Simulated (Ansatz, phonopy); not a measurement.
# Al (Aluminum, Fm-3m): phonons against volume, part 2 of 2

Wanted: mode Grüneisen parameters of Aluminum and a free-energy fit over volumes.

Experimental results on record:
- volume expansion coefficient 69 1e-6/K and heat capacity C_P per formula unit 24.2 J/mol/K near room temperature (given in “High-Throughput Prediction of Finite-Temperature Properties using the Quasi-Harmonic Approximation”, 2016, arXiv:1603.06924)

Ansatz 0.2.0; DFT LDA, scalar-relativistic, plane waves, PAW; PAW set soft_1.

So far. Step 13 (Phonons, V/V0 0.97): No mode is imaginary beyond numerical noise at the solved wavevectors. Step 14 (Single point at a scaled cell, V/V0 1.05): The run ends at a pressure of -3.59 GPa.

### Step 15. Phonons, V/V0 1.05

input.yaml reads:

```yaml
crystal:
  lattice:
    - [0.0, 2.0237019857, 2.0237019857]
    - [2.0237019857, 0.0, 2.0237019857]
    - [2.0237019857, 2.0237019857, 0.0]
  atoms:
    - { symbol: Al, position: [0.0, 0.0, 0.0] }
kpoints:
  mp_grid: { grid: [20, 20, 20] }
hamiltonian:
  xc: lda
  pseudopotentials: { kind: paw, azcp: { folder: soft_1 }, xc_functional: pbe }
scf:
  occupations: { method: methfessel_paxton, width: 0.2 }
  lower_state_search: "off"
output:
  eigenvalues: true
phonons:
  method: dfpt
  qmesh: [4, 4, 4]
  temperatures: { t_max: 1000, t_step: 50 }
  qpath:
    path:
      - [[0.0, 0.0, 0.0], [0.5, 0.0, 0.5], [0.625, 0.25, 0.625]]
      - [[0.375, 0.375, 0.75], [0.0, 0.0, 0.0], [0.5, 0.5, 0.5], [0.5, 0.25, 0.75], [0.5, 0.0, 0.5]]
    npoints: 10
```

Command:

```sh
$ ansatz run input.yaml --threads 8 --pin off --max-ram 16384MiB --backend cpu --events-out ev --progress --plain --runs-dir out
```

It took 27 s on 8 threads of Arm Neoverse V1, shared host; peak memory 1.8 GiB.

No mode is imaginary beyond numerical noise at the solved wavevectors.

### Step 16. Mode Grüneisen parameters

This step: DFT LDA, scalar-relativistic, plane waves, PAW; PAW set soft_1 (phonopy 4.10.0).

Numbers from this step:

```yaml
share_of_modes_with_a_negative_grueneisen_parameter: 0
```

Mean Grüneisen, by row:

| T (K) | heat-capacity-weighted mean | root mean square |
| --- | --- | --- |
| 50 | 2.183 | 2.197 |
| 100 | 2.149 | 2.158 |
| 200 | 2.126 | 2.135 |
| 300 | 2.121 | 2.129 |
| 500 | 2.118 | 2.126 |
| 800 | 2.117 | 2.125 |

The mean mode Grueneisen parameter by wavenumber:

| wavenumber (cm⁻¹) | mean mode Grueneisen parameter |
| --- | --- |
| 6 | - |
| 16 | - |
| 28 | 2.31 |
| 39 | 2.11 |
| 50 | 2.22 |
| 61 | 2.07 |
| 72 | 2.35 |
| 83 | 2.07 |
| 94 | 2.16 |
| 105 | 2.17 |
| 116 | 2.15 |
| 127 | 2.15 |
| 138 | 2.22 |
| 149 | 2.24 |
| 160 | 2.26 |
| 171 | 2.23 |
| 182 | 2.21 |
| 193 | 2.2 |
| 204 | 2.16 |
| 215 | 2.09 |
| 226 | 2.05 |
| 237 | 2.02 |
| 248 | 2 |
| 259 | 2 |
| 270 | 1.99 |
| 281 | 2.01 |
| 292 | 2.03 |
| 303 | 2.01 |
| 314 | 1.96 |
| 325 | 1.92 |

Volume series, by row:

| V/V0 | V (Å³/atom) | pressure (GPa) | E - E0 (meV/atom) | gap (eV) | zero-point energy (meV/atom) | lowest on the path (cm⁻¹) | highest at Gamma without the LO-TO term (cm⁻¹) |
| --- | --- | --- | --- | --- | --- | --- | --- |
| 0.97 | 15.31 | 2.71 | 3.844 | 0 | 42.3 | 0 | - |
| 0.985 | 15.55 | 1.295 | 0.922 | 0 | 41 | 0 | - |
| 1 | 15.79 | -0.001 | 0 | 0 | 39.73 | 0 | - |
| 1.015 | 16.02 | -1.187 | 0.901 | 0 | 38.51 | 0 | - |
| 1.03 | 16.26 | -2.275 | 3.478 | 0 | 37.31 | 0 | - |
| 1.05 | 16.58 | -3.587 | 9.276 | 0 | 35.77 | 0 | - |

Grüneisen at points, by row:

| point | branch | frequency (cm⁻¹) | mode Grüneisen parameter |
| --- | --- | --- | --- |
| X | 1 | 198.7 | 2.41 |
| X | 3 | 329.6 | 1.86 |
| U | 1 | 191.3 | 2.25 |
| U | 2 | 261.1 | 2.02 |
| U | 3 | 293.5 | 2.02 |
| K | 1 | 191.3 | 2.25 |
| K | 2 | 261.1 | 2.02 |
| K | 3 | 293.5 | 2.02 |
| L | 1 | 142.5 | 2.45 |
| L | 3 | 331 | 1.89 |
| W | 1 | 222.6 | 2.07 |
| W | 2 | 273.2 | 1.99 |

### Step 17. Quasi-harmonic fit by phonopy

This step gave:

```yaml
volume_expansion_coefficient_at_300_k: 70.24 1e-6/K
isothermal_bulk_modulus_at_300_k: 73.4 GPa
c_p_at_300_k: 24.00 J/mol-atom/K
grueneisen_parameter_at_300_k: 2.188
```

Table of energy (each curve on its own zero) by volume; values in meV/atom:

| volume (Å³/atom) | static | F at 0 K | F at 300 K | F at 950 K |
| --- | --- | --- | --- | --- |
| 15.313 | 3.84 | 7.04 | 10.7 | 23.9 |
| 15.550 | 0.92 | 2.82 | 5.1 | 13.2 |
| 15.786 | 0 | 0.63 | 1.49 | 4.44 |
| 16.023 | 0.9 | 0.31 | -0.29 | -2.54 |
| 16.260 | 3.48 | 1.69 | -0.4 | -7.89 |
| 16.576 | 9.28 | 5.94 | 1.81 | -12.7 |

Phonopy-qha, vinet fit of F(V) at each temperature; no electronic free energy. Qha vinet, by row:

| T (K) | fitted volume (Å³/atom) | alpha_V (1e-6/K) | B_T (GPa) | C_P (J/mol-atom/K) | Grueneisen |
| --- | --- | --- | --- | --- | --- |
| 75 | 15.96 | 24.11 | 79.47 | 8.356 | 2.167 |
| 100 | 15.97 | 36.02 | 78.97 | 12.68 | 2.154 |
| 125 | 15.99 | 45.16 | 78.37 | 15.93 | 2.157 |
| 150 | 16 | 51.88 | 77.71 | 18.26 | 2.162 |
| 175 | 16.03 | 56.89 | 77.03 | 19.95 | 2.166 |
| 200 | 16.05 | 60.72 | 76.33 | 21.2 | 2.17 |
| 225 | 16.08 | 63.76 | 75.61 | 22.15 | 2.175 |
| 250 | 16.1 | 66.26 | 74.88 | 22.89 | 2.179 |
| 275 | 16.13 | 68.38 | 74.15 | 23.5 | 2.183 |
| 300 | 16.16 | 70.24 | 73.4 | 24 | 2.188 |
| 325 | 16.19 | 71.91 | 72.66 | 24.43 | 2.193 |
| 350 | 16.21 | 73.44 | 71.9 | 24.8 | 2.198 |
| 375 | 16.25 | 74.87 | 71.15 | 25.13 | 2.203 |
| 400 | 16.28 | 76.23 | 70.38 | 25.43 | 2.209 |
| 425 | 16.31 | 77.55 | 69.62 | 25.7 | 2.214 |
| 450 | 16.34 | 78.83 | 68.85 | 25.96 | 2.22 |
| 475 | 16.37 | 80.09 | 68.08 | 26.2 | 2.226 |
| 500 | 16.4 | 81.34 | 67.3 | 26.44 | 2.232 |

Table of volume expansion coefficient, phonopy-qha, Vinet by temperature:

| temperature (K) | volume expansion coefficient, phonopy-qha, Vinet (1e-6/K) |
| --- | --- |
| 75 | 24.1 |
| 100 | 36.0 |
| 125 | 45.2 |
| 150 | 51.9 |
| 175 | 56.9 |
| 200 | 60.7 |
| 225 | 63.8 |
| 250 | 66.3 |
| 275 | 68.4 |
| 300 | 70.2 |
| 325 | 71.9 |
| 350 | 73.4 |
| 375 | 74.9 |
| 400 | 76.2 |
| 425 | 77.5 |
| 450 | 78.8 |
| 475 | 80.1 |
| 500 | 81.3 |

The fit gives a volume expansion of 70.2 × 10⁻⁶/K at 300 K.

### Step 18. Summary of results

| Quantity | Value |
| --- | --- |
| volume expansion coefficient at 300 K | 70.24 1e-6/K |
| isothermal bulk modulus at 300 K | 73.4 GPa |
| C_P at 300 K | 24.00 J/mol-atom/K |
| Grüneisen parameter at 300 K | 2.188 |
| mean mode Grüneisen parameter at 300 K | 2.12 |

Near room temperature Aluminum expands by 70.2 × 10⁻⁶/K in volume by LDA, with C_P = 24.0 J/(mol K) per mole of atoms and B_T = 73.4 GPa. The table stops at 500 K because beyond it the fitted volume comes within 1 % of the largest computed cell, where the fit loses its support. C_P at room temperature is 96 % of the classical 3R an atom. A measured volume expansion coefficient near room temperature is 69 1e-6/K (arXiv:1603.06924); the calculated 70.2 1e-6/K differs by +2 %. A measured heat capacity per formula unit near room temperature is 24.2 J/mol/K (arXiv:1603.06924); the calculated 24.0 J/mol/K differs by -1 %. The fit leaves out the electrons' free energy, which adds to C_P and to the expansion of a metal at high temperature. The heat-capacity-weighted Grüneisen parameter goes from 2.18 at 50 K to 2.12 at 800 K. Weighting γ by the density of states and each mode's heat capacity at 300 K, modes below 110 cm⁻¹ give about 4 % of the sum of γC that drives the expansion, those up to 220 cm⁻¹ 58 % and the rest 38 %. Among the labelled points γ is largest for branch 1 at L (142 cm⁻¹, 2.5) and smallest for branch 3 at X (330 cm⁻¹, 1.9). The program warned that a few bands missed the eigensolver's threshold in at least one of the runs. The PAW files were made for PBE and are used here under another functional, for which the program regenerates the frozen cores.

[Logs are printed without paths, hosts, clocks, repeated set-up lines and the standing remarks that a program may print on its own settings, such as how far it seeks lower states.]

[Hosts, paths, dates, database ids (printed as entryN), source tags and the programs' standing remarks are cut or masked in the printed files.]

[A step with changed settings may run another functional than the one named; its input shows which.]

[Of the runs on displaced cells, only some may be shown.]
